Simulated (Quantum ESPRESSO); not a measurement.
**Magnetic state of Mn2Ga2S5 from several starts**

Does Mn2Ga2S5 prefer parallel or opposed moments?

Calculated with Quantum ESPRESSO 7.5; LDA with U = 4 eV on Mn d (ortho-atomic projectors); plane waves with GBRV 1.5 LDA potentials, no spin-orbit coupling.

## (1) Set-up

It takes space group P-3m1 (No. 164, trigonal). The conventional cell has a = 3.728 Å, b = 3.728 Å, c = 15.333 Å, α = 90.00°, β = 90.00°, γ = 120.00°. Nearest to Mn lie 6 S at 2.52 to 2.63 Å. Ga has 4 S at 2.23 to 2.38 Å nearest. Nearest to S lie 6 Mn at 2.63 Å. S has 1 Ga at 2.23 Å and 3 Mn at 2.52 Å nearest. Nearest to S lie 3 Ga at 2.38 Å. Farther neighbours and most contacts between anions are not listed.

Structure file:

```cif
data_structure
_symmetry_space_group_name_H-M 'P 1'
_symmetry_Int_Tables_number 1
_cell_length_a 3.7280
_cell_length_b 3.7280
_cell_length_c 15.3335
_cell_angle_alpha 90.000
_cell_angle_beta 90.000
_cell_angle_gamma 120.000
_cell_volume 184.55
loop_
_atom_site_label
_atom_site_type_symbol
_atom_site_fract_x
_atom_site_fract_y
_atom_site_fract_z
_atom_site_occupancy
Mn1 Mn 0.33333 0.66667 0.40190 1
Mn2 Mn 0.66667 0.33333 0.59810 1
Ga3 Ga 0.33333 0.66667 0.82860 1
Ga4 Ga 0.66667 0.33333 0.17140 1
S5 S 0.00000 0.00000 0.50000 1
S6 S 0.33333 0.66667 0.68311 1
S7 S 0.66667 0.33333 0.31689 1
S8 S 0.33333 0.66667 0.10589 1
S9 S 0.66667 0.33333 0.89411 1
```

The cell comes from Materials Project 2023-11-01, a database of computed structures, and need not be the stable phase.

## (2) Run 1 (ferro ++)

The signs are those of the starting moments on the seeded atoms, the atoms that are given a moment.

pw.in

```
&CONTROL
  calculation = 'scf'
  prefix = 'pwscf'
  outdir = './tmp'
  pseudo_dir = './pseudo'
  disk_io = 'nowf'
/
&SYSTEM
  ibrav = 0
  celldm(1) = 8
  nat = 9
  ntyp = 3
  ecutwfc = 40
  ecutrho = 280
  nbnd = 67
  occupations = 'smearing'
  smearing = 'fd'
  degauss = 0.00367493
  nspin = 2
  starting_magnetization(1) = 0.3
  starting_magnetization(2) = 0
  starting_magnetization(3) = 0
/
&ELECTRONS
  conv_thr = 1.8d-08
  electron_maxstep = 150
  mixing_beta = 0.3
/
ATOMIC_SPECIES
Mn     54.9380 mn_lda_v1.5.uspp.F.UPF
Ga     69.7230 ga_lda_v1.4.uspp.F.UPF
S      32.0600 s_lda_v1.4.uspp.F.UPF
CELL_PARAMETERS alat
   0.8806016239197    0.0000000000000    0.0000000000000
  -0.4403008119717    0.7626233769333    0.0000000000000
   0.0000000000000    0.0000000000000    3.6220040480000
ATOMIC_POSITIONS crystal
Mn      0.3333333300    0.6666666700    0.4018990000
Mn      0.6666666700    0.3333333300    0.5981010000
Ga      0.3333333300    0.6666666700    0.8286040000
Ga      0.6666666700    0.3333333300    0.1713960000
S       0.0000000000    0.0000000000    0.5000000000
S       0.3333333300    0.6666666700    0.6831100000
S       0.6666666700    0.3333333300    0.3168900000
S       0.3333333300    0.6666666700    0.1058920000
S       0.6666666700    0.3333333300    0.8941080000
K_POINTS automatic
6 6 2 0 0 0
HUBBARD {ortho-atomic}
U Mn-3d 4.0000
```

The run is started by

```console
OMP_NUM_THREADS=1 mpirun -n 4 pw.x -nk 4 -in pw.in > pw.out
```

The log of the run:

```text
Program PWSCF v.7.5 starts

     Message from routine setup:
     using ibrav=0 with symmetry is DISCOURAGED, use correct ibrav instead

     K-points division:     npool     =       4
     Subspace diagonalization in iterative solution of the eigenvalue problem:

     G-vector sticks info
     --------------------
     sticks:   dense  smooth     PW     G-vecs:    dense   smooth      PW
     Sum         955     547    163                98717    42543    6993

     Using Slab Decomposition

     bravais-lattice index     =            0
     lattice parameter (alat)  =       8.0000  a.u.
     unit-cell volume          =    1245.3989 (a.u.)^3
     number of atoms/cell      =            9
     number of atomic types    =            3
     number of electrons       =        98.00
     number of Kohn-Sham states=           67
     kinetic-energy cutoff     =      40.0000  Ry
     charge density cutoff     =     280.0000  Ry
     scf convergence threshold =      1.8E-08
     mixing beta               =       0.3000
     number of iterations used =            8  plain     mixing
     Exchange-correlation=  SLA  PZ   NOGX NOGC
                           (   1   1   0   0   0   0   0)
     Hubbard projectors: ortho-atomic
     Hubbard parameters of DFT+U (Dudarev formulation) in eV:
     U(Mn-3d) =  4.0000

     Internal variables: lda_plus_u =T, lda_plus_u_kind = 0

     Internal variables: orbital_resolved =F, hub_pot_fix =F, apply_U = F

     celldm(1)=   8.000000  celldm(2)=   0.000000  celldm(3)=   0.000000
     celldm(4)=   0.000000  celldm(5)=   0.000000  celldm(6)=   0.000000

     crystal axes: (cart. coord. in units of alat)
               a(1) = (   0.880602   0.000000   0.000000 )
               a(2) = (  -0.440301   0.762623   0.000000 )
               a(3) = (   0.000000   0.000000   3.622004 )

     reciprocal axes: (cart. coord. in units 2 pi/alat)
               b(1) = (  1.135587  0.655632 -0.000000 )
               b(2) = (  0.000000  1.311263  0.000000 )
               b(3) = (  0.000000 -0.000000  0.276090 )

     PseudoPot. # 1 for Mn read from file:
     mn_lda_v1.5.uspp.F.UPF
     Pseudo is Ultrasoft + core correction, Zval = 15.0
     Generated by new atomic code, or converted to UPF format
     Using radial grid of  859 points,  6 beta functions with:
                l(1) =   0
                l(2) =   0
                l(3) =   1
                l(4) =   1
                l(5) =   2
                l(6) =   2
     Q(r) pseudized with  8 coefficients,  rinner =    0.950   0.950   0.950
                                                       0.950   0.950

     PseudoPot. # 2 for Ga read from file:
     ga_lda_v1.4.uspp.F.UPF
     Pseudo is Ultrasoft + core correction, Zval = 19.0
     Generated by new atomic code, or converted to UPF format
     Using radial grid of  871 points,  6 beta functions with:
                l(1) =   0
                l(2) =   0
                l(3) =   1
                l(4) =   1
                l(5) =   2
                l(6) =   2
     Q(r) pseudized with  8 coefficients,  rinner =    1.250   1.250   1.250
                                                       1.250   1.250

     PseudoPot. # 3 for S  read from file:
     s_lda_v1.4.uspp.F.UPF
     Pseudo is Ultrasoft + core correction, Zval =  6.0
     Generated by new atomic code, or converted to UPF format
     Using radial grid of  907 points,  6 beta functions with:
                l(1) =   0
                l(2) =   0
                l(3) =   1
                l(4) =   1
                l(5) =   2
                l(6) =   2
     Q(r) pseudized with  8 coefficients,  rinner =    1.300   1.300   1.300
                                                       1.300   1.300

     atomic species   valence    mass     pseudopotential
     Mn               15.00    54.93800     Mn( 1.00)
     Ga               19.00    69.72300     Ga( 1.00)
     S                 6.00    32.06000     S ( 1.00)

     Starting magnetic structure
     atomic species   magnetization
     Mn              0.300
     Ga              0.000
     S               0.000

     12 Sym. Ops., with inversion, found

   Cartesian axes

     site n.     atom                  positions (alat units)
         1        Mn     tau(   1) = (  -0.0000000   0.5084156   1.4556798  )
         2        Mn     tau(   2) = (   0.4403008   0.2542078   2.1663242  )
         3        Ga     tau(   3) = (  -0.0000000   0.5084156   3.0012070  )
         4        Ga     tau(   4) = (   0.4403008   0.2542078   0.6207970  )
         5        S      tau(   5) = (   0.0000000   0.0000000   1.8110020  )
         6        S      tau(   6) = (  -0.0000000   0.5084156   2.4742272  )
         7        S      tau(   7) = (   0.4403008   0.2542078   1.1477769  )
         8        S      tau(   8) = (  -0.0000000   0.5084156   0.3835413  )
         9        S      tau(   9) = (   0.4403008   0.2542078   3.2384628  )

     number of k points=    14  Fermi-Dirac smearing, width (Ry)=  0.0037
                       cart. coord. in units 2pi/alat
        k(    1) = (   0.0000000   0.0000000   0.0000000), wk =   0.0138889
        k(    2) = (   0.0000000   0.0000000  -0.1380451), wk =   0.0138889
        k(    3) = (   0.0000000   0.2185439   0.0000000), wk =   0.0833333
        k(    4) = (   0.0000000   0.2185439  -0.1380451), wk =   0.0833333
        k(    5) = (   0.0000000   0.4370877   0.0000000), wk =   0.0833333
        [... 9 further k-points ...]

     Dense  grid:    98717 G-vectors     FFT dimensions: (  40,  40, 160)

     Smooth grid:    42543 G-vectors     FFT dimensions: (  30,  30, 120)

     Check: negative core charge=   -0.000018
     Generating pointlists ...
     new r_m :   0.2452 (alat units)  1.9615 (a.u.) for type    1
     new r_m :   0.2174 (alat units)  1.7390 (a.u.) for type    2
     new r_m :   0.2174 (alat units)  1.7390 (a.u.) for type    3

     Initial potential from superposition of free atoms

     starting charge      94.9997, renormalised to      98.0000

     STARTING HUBBARD OCCUPATIONS:

     =================== HUBBARD OCCUPATIONS ===================
     ------------------------ ATOM    1 ------------------------
     Tr[ns(  1)] (up, down, total) =   5.00000  0.00000  5.00000
     Atomic magnetic moment for atom   1 =   5.00000
     [... lines left out ...]
     ------------------------ ATOM    2 ------------------------
     Tr[ns(  2)] (up, down, total) =   5.00000  0.00000  5.00000
     Atomic magnetic moment for atom   2 =   5.00000
     [... lines left out ...]
     Number of occupied Hubbard levels =   10.0000

     Atomic wfc used for Hubbard projectors are orthogonalized

     Starting wfcs are   70 randomized atomic wfcs

     Self-consistent Calculation

     iteration #  1     ecut=    40.00 Ry     beta= 0.30
     Davidson diagonalization with overlap
     ethr =  1.00E-02,  avg # of iterations =  8.4

     =================== HUBBARD OCCUPATIONS ===================
     ------------------------ ATOM    1 ------------------------
     Tr[ns(  1)] (up, down, total) =   1.76481  0.13782  1.90264
     Atomic magnetic moment for atom   1 =   1.62699
     [... lines left out ...]
     ------------------------ ATOM    2 ------------------------
     Tr[ns(  2)] (up, down, total) =   1.76481  0.13782  1.90264
     Atomic magnetic moment for atom   2 =   1.62699
     [... lines left out ...]
     Number of occupied Hubbard levels =    3.8053

     total energy              =   -1341.27458880 Ry
     estimated scf accuracy    <      71.67802075 Ry

     total magnetization       =     2.70 Bohr mag/cell
     absolute magnetization    =     3.98 Bohr mag/cell

     iteration #  2     ecut=    40.00 Ry     beta= 0.30
     Davidson diagonalization with overlap
     ethr =  1.00E-02,  avg # of iterations = 10.4

     total energy              =   -1320.32137934 Ry
     estimated scf accuracy    <    1833.26648980 Ry

     total magnetization       =     1.32 Bohr mag/cell
     absolute magnetization    =     1.38 Bohr mag/cell

     iteration #  3     ecut=    40.00 Ry     beta= 0.30
     Davidson diagonalization with overlap
     ethr =  1.00E-02,  avg # of iterations =  7.0

     total energy              =   -1366.72354136 Ry
     estimated scf accuracy    <     128.20921605 Ry

     total magnetization       =     0.51 Bohr mag/cell
     absolute magnetization    =     0.86 Bohr mag/cell

     [... further iterations left out ...]

     iteration # 13     ecut=    40.00 Ry     beta= 0.30
     Davidson diagonalization with overlap
     ethr =  1.48E-08,  avg # of iterations =  4.4

     total energy              =   -1372.95863977 Ry
     estimated scf accuracy    <       0.00000813 Ry

     total magnetization       =     9.97 Bohr mag/cell
     absolute magnetization    =     9.98 Bohr mag/cell

     iteration # 14     ecut=    40.00 Ry     beta= 0.30
     Davidson diagonalization with overlap
     ethr =  8.29E-09,  avg # of iterations =  1.6

     total energy              =   -1372.95864052 Ry
     estimated scf accuracy    <       0.00000115 Ry

     total magnetization       =     9.97 Bohr mag/cell
     absolute magnetization    =     9.98 Bohr mag/cell

     iteration # 15     ecut=    40.00 Ry     beta= 0.30
     Davidson diagonalization with overlap
     ethr =  1.17E-09,  avg # of iterations =  2.9

     total energy              =   -1372.95864085 Ry
     estimated scf accuracy    <       0.00000004 Ry

     total magnetization       =     9.97 Bohr mag/cell
     absolute magnetization    =     9.98 Bohr mag/cell

     iteration # 16     ecut=    40.00 Ry     beta= 0.30
     Davidson diagonalization with overlap
     ethr =  4.31E-11,  avg # of iterations =  6.2

     Magnetic moment per site  (integrated on atomic sphere of radius R)
     atom   1 (R=0.245)  charge= 13.0482  magn=  4.3692
     atom   2 (R=0.245)  charge= 13.0482  magn=  4.3692
     atom   3 (R=0.217)  charge= 16.5819  magn=  0.0127
     atom   4 (R=0.217)  charge= 16.5819  magn=  0.0127
     atom   5 (R=0.217)  charge=  3.6191  magn=  0.0857
     atom   6 (R=0.217)  charge=  3.6316  magn=  0.0507
     atom   7 (R=0.217)  charge=  3.6316  magn=  0.0507
     atom   8 (R=0.217)  charge=  3.5638  magn=  0.0172
     atom   9 (R=0.217)  charge=  3.5638  magn=  0.0172

     End of self-consistent calculation

     =================== HUBBARD OCCUPATIONS ===================
     ------------------------ ATOM    1 ------------------------
     Tr[ns(  1)] (up, down, total) =   4.95698  0.31416  5.27114
     Atomic magnetic moment for atom   1 =   4.64281
     [... lines left out ...]
     ------------------------ ATOM    2 ------------------------
     Tr[ns(  2)] (up, down, total) =   4.95698  0.31416  5.27114
     Atomic magnetic moment for atom   2 =   4.64281
     [... lines left out ...]
     Number of occupied Hubbard levels =   10.5423

     [... lines left out ...]
     the Fermi energy is     7.7359 ev

!    total energy              =   -1372.95864089 Ry
     estimated scf accuracy    <       0.00000001 Ry
     smearing contrib. (-TS)   =      -0.00042442 Ry
     internal energy E=F+TS    =   -1372.95821647 Ry

     The total energy is F=E-TS. E is the sum of the following terms:
     one-electron contribution =   -1195.08181329 Ry
     hartree contribution      =     628.19869816 Ry
     xc contribution           =    -190.27719950 Ry
     ewald contribution        =    -615.89351642 Ry
     Hubbard energy            =       0.09561458 Ry

     total magnetization       =     9.97 Bohr mag/cell
     absolute magnetization    =     9.98 Bohr mag/cell

     convergence has been achieved in  16 iterations

=------------------------------------------------------------------------------=
   JOB DONE.
=------------------------------------------------------------------------------=
```

Wall time 67 s (4 MPI ranks of Intel Xeon 6975P-C (Granite Rapids), shared host); peak memory 1 GiB.

Spin moment in the atom's sphere by atom:

| atom | spin moment in the atom's sphere (μB) |
| --- | --- |
| Mn1 | 4.37 |
| Mn2 | 4.37 |
| Ga3 | 0.01 |
| Ga4 | 0.01 |
| S5 | 0.09 |
| S6 | 0.05 |
| S7 | 0.05 |
| S8 | 0.02 |
| S9 | 0.02 |

This step gave:

```
smearing term TS       : 0.005775 eV
magnetization          : 9.972 μB
absolute magnetization : 9.976 μB
final state            : ferromagnetic
```

(Part 1 of 3 ends here.)

[Logs and program files are shortened in this print: banners, set-up blocks, solver, clock and traceback lines can be left out without a mark of their own.]

[Logs are printed without paths, hosts, clocks, repeated set-up lines and the standing remarks that a program may print on its own settings, such as how far it seeks lower states.]

[Hosts, paths, dates, database ids (printed as entryN), source tags and the programs' standing remarks are cut or masked in the printed files.]

[Where a cell is said to come from a database of computed structures, the database is the Materials Project.]
